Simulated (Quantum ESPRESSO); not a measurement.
# MnO2 (Pyrolusite): orders under volume

Wanted: the trend of the moments of MnO2 (Pyrolusite) with volume.

Method: PBE with U = 4 eV on Mn d (ortho-atomic projectors); plane waves with GBRV 1.5 PBE potentials, no spin-orbit coupling, in Quantum ESPRESSO 7.5.

### 1. The structure

It takes space group P4_2/mnm (No. 136, tetragonal). The conventional cell has a = 4.398 Å, b = 4.398 Å, c = 2.873 Å, α = 90.00°, β = 90.00°, γ = 90.00°. Mn has 6 O at 1.88 to 1.90 Å nearest. O has 3 Mn at 1.88 to 1.90 Å nearest. Farther neighbours and most contacts between anions are not listed.

The cell comes from the Crystallography Open Database.

### 2. Volume 0.92, ferro ++

All lengths scale alike; the factor is that of the volume. Atoms keep their fractional places. Seeded atoms are those given a starting moment.

Input file pw.in:

```
&CONTROL
  calculation = 'scf'
  prefix = 'pwscf'
  outdir = './tmp'
  pseudo_dir = './pseudo'
  disk_io = 'nowf'
  tprnfor = .true.
  tstress = .true.
/
&SYSTEM
  ibrav = 0
  celldm(1) = 8
  nat = 6
  ntyp = 2
  ecutwfc = 40
  ecutrho = 280
  nbnd = 42
  occupations = 'smearing'
  smearing = 'fd'
  degauss = 0.00367493
  nspin = 2
  starting_magnetization(1) = 0.3
  starting_magnetization(2) = 0
/
&ELECTRONS
  conv_thr = 1.2d-08
  electron_maxstep = 150
  mixing_beta = 0.3
/
ATOMIC_SPECIES
Mn     54.9380 mn_pbe_v1.5.uspp.F.UPF
O      15.9990 o_pbe_v1.2.uspp.F.UPF
CELL_PARAMETERS alat
   1.0104690230000    0.0000000000000    0.0000000000000
   0.0000000000000    1.0104690230000    0.0000000000000
   0.0000000000000    0.0000000000000    0.6600453591345
ATOMIC_POSITIONS crystal
Mn      0.0000000000    0.0000000000    0.0000000000
Mn      0.5000000000    0.5000000000    0.5000000000
O       0.3051500000    0.3051500000    0.0000000000
O       0.1948500000    0.8051500000    0.5000000000
O       0.6948500000    0.6948500000    0.0000000000
O       0.8051500000    0.1948500000    0.5000000000
K_POINTS automatic
8 8 8 0 0 0
HUBBARD {ortho-atomic}
U Mn-3d 4.0000
```

Launch:

```sh
OMP_NUM_THREADS=1 mpirun -n 2 pw.x -nk 2 -in pw.in > pw.out
```

What it wrote:

```text
Program PWSCF v.7.5 starts

     Message from routine setup:
     using ibrav=0 with symmetry is DISCOURAGED, use correct ibrav instead

     K-points division:     npool     =       2
     Subspace diagonalization in iterative solution of the eigenvalue problem:

     bravais-lattice index     =            0
     lattice parameter (alat)  =       8.0000  a.u.
     unit-cell volume          =     345.0561 (a.u.)^3
     number of atoms/cell      =            6
     number of atomic types    =            2
     number of electrons       =        54.00
     number of Kohn-Sham states=           42
     kinetic-energy cutoff     =      40.0000  Ry
     charge density cutoff     =     280.0000  Ry
     scf convergence threshold =      1.2E-08
     mixing beta               =       0.3000
     number of iterations used =            8  plain     mixing
     Exchange-correlation= SLA  PW   PBE  PBE
                           (   1   4   3   4   0   0   0)
     Hubbard projectors: ortho-atomic
     Hubbard parameters of DFT+U (Dudarev formulation) in eV:
     U(Mn-3d) =  4.0000

     Internal variables: lda_plus_u =T, lda_plus_u_kind = 0

     Internal variables: orbital_resolved =F, hub_pot_fix =F, apply_U = F

     celldm(1)=   8.000000  celldm(2)=   0.000000  celldm(3)=   0.000000
     celldm(4)=   0.000000  celldm(5)=   0.000000  celldm(6)=   0.000000

     crystal axes: (cart. coord. in units of alat)
               a(1) = (   1.010469   0.000000   0.000000 )
               a(2) = (   0.000000   1.010469   0.000000 )
               a(3) = (   0.000000   0.000000   0.660045 )

     reciprocal axes: (cart. coord. in units 2 pi/alat)
               b(1) = (  0.989639  0.000000  0.000000 )
               b(2) = (  0.000000  0.989639  0.000000 )
               b(3) = (  0.000000  0.000000  1.515047 )

     PseudoPot. # 1 for Mn read from file:
     mn_pbe_v1.5.uspp.F.UPF
     Pseudo is Ultrasoft + core correction, Zval = 15.0

     PseudoPot. # 2 for O  read from file:
     o_pbe_v1.2.uspp.F.UPF
     Pseudo is Ultrasoft + core correction, Zval =  6.0

     atomic species   valence    mass     pseudopotential
     Mn               15.00    54.93800     Mn( 1.00)
     O                 6.00    15.99900     O ( 1.00)

     Starting magnetic structure
     atomic species   magnetization
     Mn              0.300
     O               0.000

     16 Sym. Ops., with inversion, found ( 8 have fractional translation)

   Cartesian axes

     site n.     atom                  positions (alat units)
         1        Mn     tau(   1) = (   0.0000000   0.0000000   0.0000000  )
         2        Mn     tau(   2) = (   0.5052345   0.5052345   0.3300227  )
         3        O      tau(   3) = (   0.3083446   0.3083446   0.0000000  )
         4        O      tau(   4) = (   0.1968899   0.8135791   0.3300227  )
         5        O      tau(   5) = (   0.7021244   0.7021244   0.0000000  )
         6        O      tau(   6) = (   0.8135791   0.1968899   0.3300227  )

     number of k points=    75  Fermi-Dirac smearing, width (Ry)=  0.0037
                       cart. coord. in units 2pi/alat
        k(    1) = (   0.0000000   0.0000000   0.0000000), wk =   0.0019531
        k(    2) = (   0.0000000   0.0000000   0.1893809), wk =   0.0039062
        k(    3) = (   0.0000000   0.0000000   0.3787618), wk =   0.0039062
        k(    4) = (   0.0000000   0.0000000   0.5681428), wk =   0.0039062
        k(    5) = (   0.0000000   0.0000000  -0.7575237), wk =   0.0019531
        [... 70 further k-points ...]

     Dense  grid:    27365 G-vectors     FFT dimensions: (  48,  48,  30)

     Smooth grid:    11833 G-vectors     FFT dimensions: (  36,  36,  24)

     Check: negative core charge=   -0.000048
     Generating pointlists ...
     new r_m :   0.1781 (alat units)  1.4249 (a.u.) for type    1
     new r_m :   0.1781 (alat units)  1.4249 (a.u.) for type    2

     Initial potential from superposition of free atoms

     starting charge      52.9998, renormalised to      54.0000

     STARTING HUBBARD OCCUPATIONS:

     =================== HUBBARD OCCUPATIONS ===================
     ------------------------ ATOM    1 ------------------------
     Tr[ns(  1)] (up, down, total) =   5.00000  0.00000  5.00000
     Atomic magnetic moment for atom   1 =   5.00000
     [... lines left out ...]
     ------------------------ ATOM    2 ------------------------
     Tr[ns(  2)] (up, down, total) =   5.00000  0.00000  5.00000
     Atomic magnetic moment for atom   2 =   5.00000
     [... lines left out ...]
     Number of occupied Hubbard levels =   10.0000

     Atomic wfc used for Hubbard projectors are orthogonalized

     Starting wfcs are   42 randomized atomic wfcs

     Self-consistent Calculation

     iteration #  1     ecut=    40.00 Ry     beta= 0.30
     Davidson diagonalization with overlap
     ethr =  1.00E-02,  avg # of iterations =  5.2

     =================== HUBBARD OCCUPATIONS ===================
     ------------------------ ATOM    1 ------------------------
     Tr[ns(  1)] (up, down, total) =   3.59525  0.39476  3.99001
     Atomic magnetic moment for atom   1 =   3.20050
     [... lines left out ...]
     ------------------------ ATOM    2 ------------------------
     Tr[ns(  2)] (up, down, total) =   3.59525  0.39476  3.99001
     Atomic magnetic moment for atom   2 =   3.20050
     [... lines left out ...]
     Number of occupied Hubbard levels =    7.9800

     total energy              =    -550.43454665 Ry
     estimated scf accuracy    <       4.24852645 Ry

     total magnetization       =     6.00 Bohr mag/cell
     absolute magnetization    =     6.78 Bohr mag/cell

     iteration #  2     ecut=    40.00 Ry     beta= 0.30
     Davidson diagonalization with overlap
     ethr =  7.87E-03,  avg # of iterations =  1.5

     total energy              =    -551.21242893 Ry
     estimated scf accuracy    <       0.33520776 Ry

     total magnetization       =     6.08 Bohr mag/cell
     absolute magnetization    =     6.99 Bohr mag/cell

     [... further iterations left out ...]

     iteration # 12     ecut=    40.00 Ry     beta= 0.30
     Davidson diagonalization with overlap
     ethr =  1.14E-09,  avg # of iterations =  1.1

     negative rho (up, down):  0.000E+00 3.119E-04

     total energy              =    -551.31538094 Ry
     estimated scf accuracy    <       0.00000034 Ry

     total magnetization       =     6.00 Bohr mag/cell
     absolute magnetization    =     6.53 Bohr mag/cell

     iteration # 13     ecut=    40.00 Ry     beta= 0.30
     Davidson diagonalization with overlap
     ethr =  6.32E-10,  avg # of iterations =  1.5

     negative rho (up, down):  0.000E+00 3.115E-04

     Magnetic moment per site  (integrated on atomic sphere of radius R)
     atom   1 (R=0.178)  charge= 11.4901  magn=  2.5493
     atom   2 (R=0.178)  charge= 11.4901  magn=  2.5493
     atom   3 (R=0.178)  charge=  5.1651  magn= -0.0049
     atom   4 (R=0.178)  charge=  5.1651  magn= -0.0049
     atom   5 (R=0.178)  charge=  5.1651  magn= -0.0049
     atom   6 (R=0.178)  charge=  5.1651  magn= -0.0049

     End of self-consistent calculation

     =================== HUBBARD OCCUPATIONS ===================
     ------------------------ ATOM    1 ------------------------
     Tr[ns(  1)] (up, down, total) =   3.99235  1.03200  5.02436
     Atomic magnetic moment for atom   1 =   2.96035
     [... lines left out ...]
     ------------------------ ATOM    2 ------------------------
     Tr[ns(  2)] (up, down, total) =   3.99235  1.03200  5.02436
     Atomic magnetic moment for atom   2 =   2.96035
     [... lines left out ...]
     Number of occupied Hubbard levels =   10.0487

     Number of k-points >= 100: set verbosity='high' to print the bands.

     the Fermi energy is    12.1375 ev

!    total energy              =    -551.31538135 Ry
     estimated scf accuracy    <          4.7E-09 Ry
     smearing contrib. (-TS)   =      -0.00003336 Ry
     internal energy E=F+TS    =    -551.31534800 Ry

     The total energy is F=E-TS. E is the sum of the following terms:
     one-electron contribution =    -246.38679846 Ry
     hartree contribution      =     153.50940115 Ry
     xc contribution           =     -82.63382663 Ry
     ewald contribution        =    -376.18469659 Ry
     Hubbard energy            =       0.38057253 Ry

     total magnetization       =     6.00 Bohr mag/cell
     absolute magnetization    =     6.53 Bohr mag/cell

     convergence has been achieved in  13 iterations

     negative rho (up, down):  0.000E+00 3.115E-04

     Forces acting on atoms (cartesian axes, Ry/au):

     atom    1 type  1   force =     0.00000000    0.00000000    0.00000000
     atom    2 type  1   force =     0.00000000    0.00000000   -0.00000000
     atom    3 type  2   force =    -0.01370009   -0.01370009   -0.00000000
     atom    4 type  2   force =     0.01370009   -0.01370009    0.00000000
     atom    5 type  2   force =     0.01370009    0.01370009   -0.00000000
     atom    6 type  2   force =    -0.01370009    0.01370009    0.00000000

     Total force =     0.038750     Total SCF correction =     0.000040

     Computing stress (Cartesian axis) and pressure

     negative rho (up, down):  0.000E+00 3.115E-04
          total   stress  (Ry/bohr**3)                   (kbar)     P=      384.32
   0.00237066   0.00000000   0.00000000          348.74        0.00        0.00
   0.00000000   0.00237066   0.00000000            0.00      348.74        0.00
   0.00000000   0.00000000   0.00309629            0.00        0.00      455.48

=------------------------------------------------------------------------------=
   JOB DONE.
=------------------------------------------------------------------------------=
```

Elapsed: 79 s, on 2 MPI ranks of Intel Xeon 6975P-C (Granite Rapids), shared host; peak memory 0.42 GiB; 2.6 min of CPU time.

Spin moment in the atom's sphere by atom:

| atom | spin moment in the atom's sphere (μB) |
| --- | --- |
| Mn1 | 2.55 |
| Mn2 | 2.55 |
| O3 | 0.00 |
| O4 | 0.00 |
| O5 | 0.00 |
| O6 | 0.00 |

This step gave:

| Item | Value |
| --- | --- |
| smearing term TS | 4.54e-4 eV |
| pressure | 38.43 GPa |
| magnetization | 6.002 μB |
| absolute magnetization | 6.526 μB |
| final state | ferromagnetic |

### 3. Volume 0.92, antiferro +-

Changes to pw.in since step 2:

```diff
@@ -13,6 +13,6 @@
   nat = 6
-  ntyp = 2
+  ntyp = 3
   ecutwfc = 40
   ecutrho = 280
-  nbnd = 42
+  nbnd = 37
   occupations = 'smearing'
@@ -22,3 +22,4 @@
   starting_magnetization(1) = 0.3
-  starting_magnetization(2) = 0
+  starting_magnetization(2) = -0.3
+  starting_magnetization(3) = 0
 /
@@ -30,3 +31,4 @@
 ATOMIC_SPECIES
-Mn     54.9380 mn_pbe_v1.5.uspp.F.UPF
+Mn1    54.9380 mn_pbe_v1.5.uspp.F.UPF
+Mn2    54.9380 mn_pbe_v1.5.uspp.F.UPF
 O      15.9990 o_pbe_v1.2.uspp.F.UPF
@@ -37,4 +39,4 @@
 ATOMIC_POSITIONS crystal
-Mn      0.0000000000    0.0000000000    0.0000000000
-Mn      0.5000000000    0.5000000000    0.5000000000
+Mn1     0.0000000000    0.0000000000    0.0000000000
+Mn2     0.5000000000    0.5000000000    0.5000000000
 O       0.3051500000    0.3051500000    0.0000000000
@@ -46,2 +48,3 @@
 HUBBARD {ortho-atomic}
-U Mn-3d 4.0000
+U Mn1-3d 4.0000
+U Mn2-3d 4.0000
```

What it wrote:

```text
     [... lines left out ...]
Program PWSCF v.7.5 starts
     [... lines left out ...]
     number of atoms/cell      =            6
     [... lines left out ...]
     number of electrons       =        54.00
     number of Kohn-Sham states=           37
     kinetic-energy cutoff     =      40.0000  Ry
     charge density cutoff     =     280.0000  Ry
     scf convergence threshold =      1.2E-08
     [... lines left out ...]
      8 Sym. Ops., with inversion, found
     [... lines left out ...]
     number of k points=   105  Fermi-Dirac smearing, width (Ry)=  0.0037
     [... lines left out ...]
     iteration # 13     ecut=    40.00 Ry     beta= 0.30
     [... lines left out ...]
     Magnetic moment per site  (integrated on atomic sphere of radius R)
     atom   1 (R=0.178)  charge= 11.4913  magn=  2.4641
     atom   2 (R=0.178)  charge= 11.4916  magn= -2.4643
     atom   3 (R=0.178)  charge=  5.1620  magn= -0.0224
     atom   4 (R=0.178)  charge=  5.1622  magn=  0.0223
     atom   5 (R=0.178)  charge=  5.1620  magn= -0.0224
     atom   6 (R=0.178)  charge=  5.1622  magn=  0.0223
     [... lines left out ...]
     Tr[ns(  1)] (up, down, total) =   3.95005  1.09525  5.04530
     [... lines left out ...]
     Tr[ns(  2)] (up, down, total) =   1.09523  3.95006  5.04530
     [... lines left out ...]
     the Fermi energy is    12.3325 ev
!    total energy              =    -551.32194948 Ry
     estimated scf accuracy    <          6.4E-09 Ry
     smearing contrib. (-TS)   =      -0.00000179 Ry
     [... lines left out ...]
     total magnetization       =     0.00 Bohr mag/cell
     absolute magnetization    =     6.15 Bohr mag/cell
     convergence has been achieved in  13 iterations
     [... lines left out ...]
     Total force =     0.041979     Total SCF correction =     0.000130
     [... lines left out ...]
          total   stress  (Ry/bohr**3)                   (kbar)     P=      362.29
     [... lines left out ...]
```

It took 1.7 min on 2 MPI ranks; peak memory 0.5 GiB; 3.4 min of CPU time.

Spin moment in the atom's sphere by atom:

| atom | spin moment in the atom's sphere (μB) |
| --- | --- |
| Mn1 | 2.46 |
| Mn2 | -2.46 |
| O3 | -0.02 |
| O4 | 0.02 |
| O5 | -0.02 |
| O6 | 0.02 |

Read from the output:

* smearing term TS: 2.43e-5 eV
* pressure: 36.23 GPa
* magnetization: 0 μB
* absolute magnetization: 6.146 μB
* final state: antiferromagnetic

### 4. Volume 0.92, no spin polarisation

Changes to pw.in since step 3:

```diff
@@ -13,3 +13,3 @@
   nat = 6
-  ntyp = 3
+  ntyp = 2
   ecutwfc = 40
@@ -20,6 +20,2 @@
   degauss = 0.00367493
-  nspin = 2
-  starting_magnetization(1) = 0.3
-  starting_magnetization(2) = -0.3
-  starting_magnetization(3) = 0
 /
@@ -31,4 +27,3 @@
 ATOMIC_SPECIES
-Mn1    54.9380 mn_pbe_v1.5.uspp.F.UPF
-Mn2    54.9380 mn_pbe_v1.5.uspp.F.UPF
+Mn     54.9380 mn_pbe_v1.5.uspp.F.UPF
 O      15.9990 o_pbe_v1.2.uspp.F.UPF
@@ -39,4 +34,4 @@
 ATOMIC_POSITIONS crystal
-Mn1     0.0000000000    0.0000000000    0.0000000000
-Mn2     0.5000000000    0.5000000000    0.5000000000
+Mn      0.0000000000    0.0000000000    0.0000000000
+Mn      0.5000000000    0.5000000000    0.5000000000
 O       0.3051500000    0.3051500000    0.0000000000
@@ -48,3 +43,2 @@
 HUBBARD {ortho-atomic}
-U Mn1-3d 4.0000
-U Mn2-3d 4.0000
+U Mn-3d 4.0000
```

What it wrote:

```text
     [... lines left out ...]
Program PWSCF v.7.5 starts
     [... lines left out ...]
     number of atoms/cell      =            6
     [... lines left out ...]
     number of electrons       =        54.00
     number of Kohn-Sham states=           37
     kinetic-energy cutoff     =      40.0000  Ry
     charge density cutoff     =     280.0000  Ry
     scf convergence threshold =      1.2E-08
     [... lines left out ...]
     16 Sym. Ops., with inversion, found ( 8 have fractional translation)
     [... lines left out ...]
     number of k points=    75  Fermi-Dirac smearing, width (Ry)=  0.0037
     [... lines left out ...]
     iteration # 28     ecut=    40.00 Ry     beta= 0.30
     [... lines left out ...]
     Tr[ns(  1)] =   5.32025
     [... lines left out ...]
     Tr[ns(  2)] =   5.32025
     [... lines left out ...]
     the Fermi energy is    12.0368 ev
!    total energy              =    -551.00312194 Ry
     estimated scf accuracy    <          3.5E-09 Ry
     smearing contrib. (-TS)   =      -0.00239173 Ry
     [... lines left out ...]
     convergence has been achieved in  28 iterations
     [... lines left out ...]
     Total force =     0.100871     Total SCF correction =     0.000033
     [... lines left out ...]
          total   stress  (Ry/bohr**3)                   (kbar)     P=      228.26
     [... lines left out ...]
```

Elapsed: 68 s, on 2 MPI ranks; peak memory 0.3 GiB.

This step gave:

| Property | Result |
| --- | --- |
| smearing term TS | 0.03254 eV |
| pressure | 22.83 GPa |
| final state | non-magnetic (no spin polarisation) |

[end of part 1 of 2]

[Logs and program files are shortened in this print: banners, set-up blocks, solver, clock and traceback lines can be left out without a mark of their own.]

[Logs are printed without paths, hosts, clocks, repeated set-up lines and the standing remarks that a program may print on its own settings, such as how far it seeks lower states.]

[Hosts, paths, dates, database ids (printed as entryN), source tags and the programs' standing remarks are cut or masked in the printed files.]

[Where a cell is said to come from a database of computed structures, the database is the Materials Project.]
